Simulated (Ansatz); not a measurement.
# Decaying states in the gap of LuAsO3, part 3 of 4

A new crystal, LuAsO3: structure, gap and complex bands. It is built by putting As for Bi in the LuBiO3 structure of space group R3c, with the volume rescaled by atomic radii. The parent structure comes from the Materials Project.

Ansatz 0.2.0; r2SCAN DFT, plane waves, PAW files (the session's first sound run).

So far, gap on the k-mesh (eV): step 3 (the bulk crystal and its band edges) 4.62.

The structure was built from a prototype and need not be the compound's stable phase.

## Step 7: Band edges at another level, cutoff 420 eV

This step: PBEsol DFT, plane waves, PAW files (Ansatz 0.2.0).

The edges again with PBEsol, at the same atoms. Against that run the cutoff is 420 eV against 500.

The input, input.yaml:

```yaml
crystal:
  lattice:
    - [2.9866079534, 1.7243189059, 5.3251889804]
    - [-2.9866079534, 1.7243189059, 5.3251889804]
    - [0.0, -3.4486378117, 5.3251889804]
  atoms:
    - { symbol: Lu, position: [0.7803516127, 0.7803516127, 0.7803516127] }
    - { symbol: Lu, position: [0.2803516127, 0.2803516127, 0.2803516127] }
    - { symbol: As, position: [0.9582784715, 0.9582784715, 0.9582784715] }
    - { symbol: As, position: [0.4582784715, 0.4582784715, 0.4582784715] }
    - { symbol: O, position: [1.0374626269, 0.0375650806, 0.6079322084] }
    - { symbol: O, position: [0.5374626269, 0.1079322084, 0.5375650806] }
    - { symbol: O, position: [0.5375650806, 0.5374626269, 0.1079322084] }
    - { symbol: O, position: [0.6079322084, 1.0374626269, 0.0375650806] }
    - { symbol: O, position: [0.0375650806, 0.6079322084, 1.0374626269] }
    - { symbol: O, position: [0.1079322084, 0.5375650806, 0.5374626269] }
kpoints:
  mp_grid: { grid: [6, 6, 6] }
  band_path: { path: [VBM, CBM], npoints: 30 }
scf:
  occupations: { method: fixed }
hamiltonian:
  xc: pbesol
output:
  eigenvalues: true
```

Started as:

```bash
> ansatz run input.yaml --threads 2 --pin off --max-ram 4096MiB --backend cpu --events-out ev --progress --plain --runs-dir out
```

Numbers of over 12 decimals in the logs are rounded to 6 here.

The program printed:

```text
[...]
Crystal: 10 atoms, lattice volume = 164.544 Å³
Basis set: ecut = 420 eV, 3233 PW (Γ)
Bands: 70, of which v1, the nominal top of the filled ones, is band 58 counted from 1 (57 counted from 0)
Symmetry: 6 space group operations
[...]
k-points: 32 of 216 (time reversal used)
[...]
SCF iter   1: F=—  HF=-42222.864953 eV  |F-HF|=—  |Δ(HF+E_count)|=         —  Δρ=1.24e-2  dr2=2.00e-1  ethr=1.77e-3  ⟨swp⟩=5.3  Hψ=8304  notcnv=0  defer=282
[...]
SCF iter   9: F=-42222.812500 eV  HF=-42222.812500 eV  |F-HF|=1.62e-8  |Δ(HF+E_count)|=   5.02e-7  Δρ=6.71e-6  dr2=6.14e-8  ethr=8.62e-11  ⟨swp⟩=12.9  Hψ=12550  notcnv=0
SCF 1 converged in 9 iterations: F = -42222.812500 eV  dr2 = 6.14e-8
[...]
SCF converged after 9 iterations
Free energy (F): -42222.812500 eV
[...]
Internal energy: -42222.812500 eV  (E = F + TS)
E sigma→0 (E₀):  -42222.812500 eV
Fermi energy:    6.628026 eV
[...]
--- Band table (eV; the first three rows and the last of 32) ---
  k-point 0: bands = [... 54 lower, 6.0047, 6.0226, 6.2732, 6.6280, 11.6242, 11.6242, 12.6044, 13.1122, ... 8 higher]
  k-point 1: bands = [... 54 lower, 6.1613, 6.1835, 6.2928, 6.5384, 11.4610, 11.7486, 12.5617, 12.8445, ... 8 higher]
  k-point 2: bands = [... 54 lower, 6.0347, 6.3237, 6.4290, 6.5272, 11.3285, 11.9634, 12.0546, 12.7468, ... 8 higher]
  k-point 31: bands = [... 54 lower, 6.3162, 6.3162, 6.4404, 6.4404, 11.7958, 11.7958, 12.0719, 12.0719, ... 8 higher]
```

It took 1.9 min on 2 threads of Arm Neoverse V1, shared host; peak memory 0.59 GiB; 3.7 min of CPU time.

Numbers from this step:

```yaml
free_energy: -42222.8125 eV
fermi_energy: 6.628 eV
gap_on_the_k_mesh: 4.187 eV
gap_on_path: 4.187 eV, by band count; negative where bands overlap
direct_gap_on_path: 4.353 eV
```

The electronic bands at the labelled points (eV, zero at the Fermi level (highest filled level under fixed occupations); v1 is the highest filled band, c1 the lowest empty one):

| point | v4 | v3 | v2 | v1 | c1 | c2 | c3 | c4 |
| --- | --- | --- | --- | --- | --- | --- | --- | --- |
| VBM | -0.71 | -0.67 | -0.05 | 0.00 | 4.74 | 4.81 | 5.78 | 5.79 |
| halfway | -0.62 | -0.38 | -0.13 | -0.06 | 4.73 | 5.12 | 5.49 | 6.04 |
| CBM | -0.55 | -0.53 | -0.25 | -0.17 | 4.19 | 5.35 | 5.66 | 5.83 |

The searched edges give 4.19 eV, as on the mesh.

For the gap on the k-mesh, step 3 gave 4.62 eV; this run, with PBEsol and cutoff 420 eV, gives 4.19 eV.

## Step 8: Complex bands at another level, cutoff 420 eV

This step: PBEsol DFT, plane waves, PAW files; complex bands by layer matching along the plane's normal (Ansatz 0.2.0).

The complex bands at that level, over its own gap, at (0, 0) and (-0.5, 0).

The input, input.yaml:

```yaml
crystal:
  lattice:
    - [6.344347124, 0.0, 0.0]
    - [2.81189755, 5.269965886, 0.0]
    - [2.81189755, 1.884810361, 4.921385002]
  atoms:
    - { symbol: Lu, position: [0.3410548381, 0.2196483873, 0.2196483873] }
    - { symbol: Lu, position: [0.8410548381, 0.7196483873, 0.7196483873] }
    - { symbol: As, position: [0.8748354145, 0.0417215285, 0.0417215285] }
    - { symbol: As, position: [0.3748354145, 0.5417215285, 0.5417215285] }
    - { symbol: O, position: [0.6829599159, 0.9624349194, 0.3920677916] }
    - { symbol: O, position: [0.1829599159, 0.8920677916, 0.4624349194] }
    - { symbol: O, position: [0.1829599159, 0.4625373731, 0.8920677916] }
    - { symbol: O, position: [0.6829599159, 0.9625373731, 0.9624349194] }
    - { symbol: O, position: [0.6829599159, 0.3920677916, 0.9625373731] }
    - { symbol: O, position: [0.1829599159, 0.4624349194, 0.4625373731] }
kpoints:
  mp_grid: { grid: [6, 6, 6] }
scf:
  occupations: { method: fixed }
hamiltonian:
  xc: pbesol
output:
  eigenvalues: true
  transmission:
    leads: [[0, 0]]
    kpoints: [[0.0, 0.0], [-0.5, 0.0]]
    e_range: [-1.0, 5.19]
    de: 0.12
```

The program printed:

```text
[...]
Crystal: 10 atoms, lattice volume = 164.544 Å³
Basis set: ecut = 420 eV, 3233 PW (Γ)
Bands: 70, of which v1, the nominal top of the filled ones, is band 58 counted from 1 (57 counted from 0)
Symmetry: 6 space group operations
[...]
k-points: 32 of 216 (time reversal used)
[...]
SCF iter   1: F=—  HF=-42222.864860 eV  |F-HF|=—  |Δ(HF+E_count)|=         —  Δρ=1.24e-2  dr2=2.00e-1  ethr=1.77e-3  ⟨swp⟩=5.3  Hψ=8255  notcnv=0  defer=284
[...]
SCF iter   9: F=-42222.812496 eV  HF=-42222.812496 eV  |F-HF|=1.53e-8  |Δ(HF+E_count)|=   4.84e-7  Δρ=6.77e-6  dr2=6.18e-8  ethr=8.62e-11  ⟨swp⟩=12.9  Hψ=12404  notcnv=0
SCF 1 converged in 9 iterations: F = -42222.812496 eV  dr2 = 6.18e-8
[...]
transmission: 9 of 18 steps passed
transmission: 18 of 18 steps passed
SCF converged after 9 iterations
Free energy (F): -42222.812496 eV
[...]
Internal energy: -42222.812496 eV  (E = F + TS)
E sigma→0 (E₀):  -42222.812496 eV
Fermi energy:    6.628021 eV
[...]
--- Band table (eV; the first three rows and the last of 32) ---
  k-point 0: bands = [... 54 lower, 6.0046, 6.0226, 6.2732, 6.6280, 11.6242, 11.6242, 12.6043, 13.1122, ... 8 higher]
  k-point 1: bands = [... 54 lower, 6.1613, 6.1835, 6.2928, 6.5384, 11.4610, 11.7486, 12.5616, 12.8445, ... 8 higher]
  k-point 2: bands = [... 54 lower, 6.0347, 6.3237, 6.4289, 6.5272, 11.3284, 11.9634, 12.0546, 12.7468, ... 8 higher]
  k-point 31: bands = [... 54 lower, 6.3162, 6.3162, 6.4404, 6.4404, 11.7955, 11.7955, 12.0719, 12.0719, ... 8 higher]
--- Transmission ---
  basis      : 291 plane waves across, 9 finite elements along
  points     : 2, as listed
[...]
crystal 0  : Lu2O6As2, at the sites [0, 0], period 4.9214 Å: whole cells are its period
[...]
channels       : 0.000000e0 a spin
[...]
slowest decay  : 0.5689 /Å at (0.0000, 0.0000)
```

Run time: 2.2 min. Hardware: 2 threads; peak memory 1.1 GiB; 3.8 min of CPU time.

Numbers from this step:

```yaml
gap_on_the_k_mesh: 4.186 eV
level_to_which_the_leads_are_filled: 2.093 eV from the Fermi level
decay_constant_at_the_filling_level_zone_centre: 0.5689 Å⁻¹
decay_constant_at_the_filling_level_slowest_listed_point: 0.5689 Å⁻¹
```

K parallel (0, 0); values up to 1.5 1/Å, a degenerate pair printed once or twice; energies at which all values exceed this have no row. Im kz of the slowest decaying states against energy, zero at the highest filled level on the SCF mesh:

| energy (eV) | decay 1 (Å⁻¹) | decay 2 (Å⁻¹) | decay 3 (Å⁻¹) | decay 4 (Å⁻¹) |
| --- | --- | --- | --- | --- |
| -1.000 | 0.278 | 0.306 | 0.397 | 0.413 |
| -0.520 | 0.279 | 0.462 | 0.614 | 0.702 |
| -0.040 | 0.415 | 0.553 | 0.725 | 0.738 |
| 0.440 | 0.395 | 0.413 | 0.532 | 0.612 |
| 1.040 | 0.511 | 0.568 | 0.612 | 0.661 |
| 1.520 | 0.549 | 0.635 | 0.653 | 0.687 |
| 2.000 | 0.567 | 0.678 | 0.681 | 0.698 |
| 2.480 | 0.571 | 0.678 | 0.700 | 0.705 |
| 2.960 | 0.564 | 0.651 | 0.653 | 0.720 |
| 3.440 | 0.543 | 0.586 | 0.628 | 0.707 |
| 4.040 | 0.473 | 0.492 | 0.573 | 0.648 |
| 4.520 | 0.234 | 0.372 | 0.584 | 0.635 |
| 5.000 | 0.0283 | 0.549 | 0.595 | 0.609 |

K parallel (-0.5, 0); values up to 1.5 1/Å, a degenerate pair printed once or twice; energies at which all values exceed this have no row. Table of Im kz of the slowest decaying states by energy, zero at the highest filled level on the SCF mesh:

| energy (eV) | decay 1 (Å⁻¹) | decay 2 (Å⁻¹) | decay 3 (Å⁻¹) | decay 4 (Å⁻¹) |
| --- | --- | --- | --- | --- |
| -1.00 | 0.238 | 0.357 | 0.366 | 0.389 |
| -0.76 | 0.114 | 0.198 | 0.376 | 0.405 |
| -0.52 | 0.277 | 0.364 | 0.509 | 0.555 |
| -0.28 | 4.9e-4 | 0.416 | 0.484 | 0.561 |
| -0.04 | 0.236 | 0.359 | 0.497 | 0.532 |
| 0.20 | 0.354 | 0.556 | 0.558 | 0.588 |
| 0.44 | 0.423 | 0.605 | 0.624 | 0.642 |
| 0.68 | 0.471 | 0.644 | 0.645 | 0.660 |
| 0.92 | 0.507 | 0.646 | 0.677 | 0.687 |
| 1.16 | 0.534 | 0.645 | 0.704 | 0.708 |
| 1.40 | 0.555 | 0.641 | 0.725 | 0.727 |
| 1.64 | 0.571 | 0.635 | 0.707 | 0.738 |
| 1.88 | 0.583 | 0.627 | 0.674 | 0.749 |
| 2.24 | 0.594 | 0.611 | 0.623 | 0.762 |
| 2.48 | 0.587 | 0.598 | 0.598 | 0.768 |
| 2.72 | 0.548 | 0.582 | 0.600 | 0.773 |
| 2.96 | 0.506 | 0.564 | 0.598 | 0.777 |
| 3.20 | 0.458 | 0.543 | 0.594 | 0.780 |
| 3.44 | 0.403 | 0.519 | 0.587 | 0.782 |
| 3.68 | 0.336 | 0.491 | 0.576 | 0.768 |
| 3.92 | 0.247 | 0.459 | 0.562 | 0.749 |
| 4.16 | 0.0787 | 0.422 | 0.544 | 0.723 |
| 4.40 | 0.377 | 0.520 | 0.688 | 0.704 |
| 4.64 | 0.320 | 0.488 | 0.649 | 0.678 |
| 4.88 | 0.242 | 0.441 | 0.607 | 0.649 |
| 5.12 | 0.0800 | 0.361 | 0.560 | 0.617 |

At the listed wavevectors the last open channel is at -0.04 eV and the next at +4.28 eV on the grid. At +2.12 eV, the grid energy nearest the filling level (the middle of the gap on the SCF mesh), the slowest state at the listed wavevectors decays with κ = 0.569 Å⁻¹, its amplitude falling by e over 1.8 Å; the first such run, plane (101), gave 0.592 Å⁻¹.

## Step 9: A check of the settings: output.transmission.temperature = 77.0

This step: r2SCAN DFT, plane waves, PAW files; complex bands by layer matching along the plane's normal; changed: output.transmission.temperature = 77.0 (Ansatz 0.2.0).

This run repeats an earlier one, its twin (the complex run, plane (101)), with one setting changed (output.transmission.temperature; files written aside). It is meant to test how the leads' temperature enters. Where the input is shown as a difference, that is against the step before, not the twin.

input.yaml, as its differences from that of step 8:

```diff
@@ -21,3 +21,3 @@
 hamiltonian:
-  xc: pbesol
+  xc: r2scan
 output:
@@ -27,3 +27,4 @@
     kpoints: [[0.0, 0.0], [-0.5, 0.0]]
-    e_range: [-1.0, 5.19]
-    de: 0.12
+    e_range: [-1.0, 5.62]
+    de: 0.13
+    temperature: 77.0
```

The program printed:

```text
[...]
Crystal: 10 atoms, lattice volume = 164.544 Å³
Basis set: ecut = 500 eV, 4165 PW (Γ), exchange–correlation on 192×180×180 points (64 copies of the dense FFT grid, shifted against one another)
Bands: 70, of which v1, the nominal top of the filled ones, is band 58 counted from 1 (57 counted from 0)
Symmetry: 6 space group operations
[...]
k-points: 32 of 216 (time reversal used)
[...]
SCF iter   1: F=—  HF=-42637.962135 eV  |F-HF|=—  |Δ(HF+E_count)|=         —  Δρ=8.43e-3  dr2=8.12e-2  dr2_τ=4.63e-1  ethr=1.77e-3  ⟨swp⟩=4.8  Hψ=7927  notcnv=0  defer=293
[...]
SCF iter   9: F=-42638.113117 eV  HF=-42638.113117 eV  |F-HF|=2.41e-9  |Δ(HF+E_count)|=   3.68e-8  Δρ=4.55e-6  dr2=3.57e-8  dr2_τ=3.21e-9  ethr=8.62e-11  ⟨swp⟩=9.9  Hψ=9772  notcnv=0
SCF 1 converged in 9 iterations: F = -42638.113117 eV  dr2 = 3.57e-8
[...]
transmission: 9 of 18 steps passed
transmission: 18 of 18 steps passed
SCF converged after 9 iterations
Free energy (F): -42638.113117 eV
[...]
Internal energy: -42638.113117 eV  (E = F + TS)
E sigma→0 (E₀):  -42638.113117 eV
Fermi energy:    6.386882 eV
[...]
--- Band table (eV; the first three rows and the last of 32) ---
  k-point 0: bands = [... 54 lower, 5.7558, 5.7969, 5.9872, 6.3218, 11.8757, 11.8757, 12.8942, 13.3822, ... 8 higher]
  k-point 1: bands = [... 54 lower, 5.9009, 5.9330, 6.0611, 6.2341, 11.7032, 11.9999, 12.8226, 13.1457, ... 8 higher]
  k-point 2: bands = [... 54 lower, 5.7589, 6.0247, 6.1953, 6.2928, 11.5605, 12.2141, 12.3085, 13.0158, ... 8 higher]
  k-point 31: bands = [... 54 lower, 6.0860, 6.0860, 6.1429, 6.1429, 12.0295, 12.0295, 12.3309, 12.3309, ... 8 higher]
--- Transmission ---
  basis      : 351 plane waves across, 9 finite elements along
  points     : 2, as listed
[...]
crystal 0  : Lu2O6As2, at the sites [0, 0], period 4.9214 Å: whole cells are its period
[...]
channels       : 0.000000e0 a spin
[...]
slowest decay  : 0.5924 /Å at (0.0000, 0.0000)
```

It took 3.4 min on 2 threads; peak memory 1.6 GiB.

This step gave:

* free energy: -42638.1131 eV
* Fermi energy: 6.387 eV
* gap on the k-mesh: 4.620 eV
* level to which the leads are filled: 2.310 eV from the Fermi level
* decay constant at the filling level, zone centre: 0.5924 Å⁻¹
* decay constant at the filling level, slowest listed point: 0.5924 Å⁻¹

K parallel (0, 0); values up to 1.5 1/Å, a degenerate pair printed once or twice; energies at which all values exceed this have no row. Im kz of the slowest decaying states against energy, zero at the highest filled level on the SCF mesh:

| energy (eV) | decay 1 (Å⁻¹) | decay 2 (Å⁻¹) | decay 3 (Å⁻¹) | decay 4 (Å⁻¹) |
| --- | --- | --- | --- | --- |
| -1.00 | 0.274 | 0.324 | 0.406 | 0.412 |
| -0.74 | 0.198 | 0.227 | 0.413 | 0.555 |
| -0.35 | 0.158 | 0.387 | 0.513 | 0.676 |
| 0.04 | 0.168 | 0.221 | 0.458 | 0.580 |
| 0.30 | 0.342 | 0.386 | 0.521 | 0.614 |
| 0.56 | 0.432 | 0.479 | 0.568 | 0.641 |
| 0.95 | 0.509 | 0.570 | 0.619 | 0.674 |
| 1.34 | 0.551 | 0.630 | 0.656 | 0.699 |
| 1.60 | 0.568 | 0.661 | 0.675 | 0.713 |
| 1.86 | 0.581 | 0.685 | 0.691 | 0.724 |
| 2.25 | 0.592 | 0.710 | 0.712 | 0.731 |
| 2.64 | 0.597 | 0.715 | 0.724 | 0.731 |
| 2.90 | 0.596 | 0.703 | 0.732 | 0.739 |
| 3.16 | 0.593 | 0.690 | 0.703 | 0.746 |
| 3.55 | 0.581 | 0.643 | 0.671 | 0.743 |
| 3.94 | 0.562 | 0.593 | 0.668 | 0.681 |
| 4.20 | 0.543 | 0.555 | 0.612 | 0.685 |
| 4.46 | 0.457 | 0.511 | 0.617 | 0.682 |
| 4.85 | 0.301 | 0.424 | 0.619 | 0.670 |
| 5.24 | 0.281 | 0.599 | 0.638 | 0.651 |
| 5.50 | 0.0454 | 0.577 | 0.589 | 0.635 |

K parallel (-0.5, 0); values up to 1.5 1/Å, a degenerate pair printed once or twice; energies at which all values exceed this have no row. The Im kz of the slowest decaying states by energy, zero at the highest filled level on the SCF mesh:

| energy (eV) | decay 1 (Å⁻¹) | decay 2 (Å⁻¹) | decay 3 (Å⁻¹) | decay 4 (Å⁻¹) |
| --- | --- | --- | --- | --- |
| -1.00 | 0.230 | 0.315 | 0.362 | 0.404 |
| -0.74 | 0.193 | 0.285 | 0.420 | 0.443 |
| -0.48 | 0.319 | 0.359 | 0.533 | 0.594 |
| -0.22 | 0.0720 | 0.0988 | 0.453 | 0.587 |
| 0.04 | 0.319 | 0.428 | 0.534 | 0.608 |
| 0.30 | 0.411 | 0.594 | 0.605 | 0.656 |
| 0.56 | 0.470 | 0.641 | 0.653 | 0.661 |
| 0.82 | 0.513 | 0.664 | 0.679 | 0.687 |
| 1.08 | 0.546 | 0.664 | 0.711 | 0.712 |
| 1.34 | 0.571 | 0.662 | 0.732 | 0.738 |
| 1.60 | 0.590 | 0.657 | 0.717 | 0.748 |
| 1.86 | 0.604 | 0.651 | 0.691 | 0.760 |
| 2.12 | 0.615 | 0.642 | 0.664 | 0.770 |
| 2.38 | 0.623 | 0.631 | 0.634 | 0.778 |
| 2.64 | 0.602 | 0.617 | 0.627 | 0.785 |
| 2.90 | 0.567 | 0.602 | 0.629 | 0.789 |
| 3.16 | 0.529 | 0.583 | 0.628 | 0.793 |
| 3.42 | 0.485 | 0.563 | 0.624 | 0.795 |
| 3.68 | 0.435 | 0.539 | 0.618 | 0.796 |
| 3.94 | 0.375 | 0.512 | 0.608 | 0.797 |
| 4.20 | 0.299 | 0.481 | 0.595 | 0.793 |
| 4.46 | 0.188 | 0.444 | 0.578 | 0.771 |
| 4.72 | 0.402 | 0.556 | 0.742 | 0.748 |
| 4.98 | 0.349 | 0.526 | 0.705 | 0.723 |
| 5.24 | 0.278 | 0.485 | 0.664 | 0.695 |
| 5.50 | 0.165 | 0.421 | 0.620 | 0.663 |

The temperature enters the conductance and not T(E) itself. No conductance was computed here for it to change.

(Part 3 of 4 ends here.)

[Logs are printed without paths, hosts, clocks, repeated set-up lines and the standing remarks that a program may print on its own settings, such as how far it seeks lower states.]

[Hosts, paths, dates, database ids (printed as entryN), source tags and the programs' standing remarks are cut or masked in the printed files.]

[New means built here by substitution; the compound itself may be known and measured.]
